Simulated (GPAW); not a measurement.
# Surface energy and work function of Hf(0001) from slabs of 3 to 12 layers (LDA)

How do energy and work function of Hf(0001) films settle with thickness, and what surface energy follows?

Set-up. GPAW 26.7.0, plane waves at 450 eV with PAW setups; symmetric 1×1 slabs cut at the tabulated lattice constant (two decimals; low-temperature values for the alkali metals), atoms at bulk places, 7.5 Å of vacuum on each side, one in-plane mesh for all thicknesses, Fermi-Dirac smearing of 0.1 eV. Energies are extrapolated to zero smearing and count from the program's reference atoms. Functional LDA. The cell's area is 8.868 Å².

What came out, but for one run:

```tsv
layers	energy (eV)	work function (eV)
3	−22.5539	4.50
4	−30.8077	4.55
5	−39.1023	4.56
6	−47.3939	4.55
7	−55.6861	4.55
8	−63.9758	4.55
9	−72.2677	4.55
10	−80.5587	4.55
11	−88.8497	4.55
12	?	?
```

Q: What surface energy do these runs give, and what energy and work function should the 12-layer slab have?

A: A slab of n layers has E(n) = nε + 2Aγ once its middle is bulk-like. A line through n = 6 to 11 has the slope ε = −8.2911 eV a layer and the intercept 2Aγ = 2.3524 eV (r.m.s. residual 0.4 meV). So γ = 2.3524 / (2 × 8.868 Å²) = 0.1326 eV/Å² = 2.13 J/m², with a standard error of under 0.01 J/m² from the scatter about the line. For 12 layers: 2.3524 + 12 × (−8.2911) = −97.141 eV; the run gives −97.141 eV, 0.2 meV under the line. The work function has no such law: from 6 to 11 layers it stays at 4.55 eV, and the 12-layer slab gives 4.55 eV. The thinnest slab, 3 layers, lies −0.05 eV from that mean.

Caveats: The surfaces are unrelaxed, so γ is an upper bound for this functional and lattice constant. The tabulated lattice constant isn't the functional's own, which strains the slab a little. Spin-orbit coupling is left out.

[Logs are printed without paths, hosts, clocks, repeated set-up lines and the standing remarks that a program may print on its own settings, such as how far it seeks lower states.]
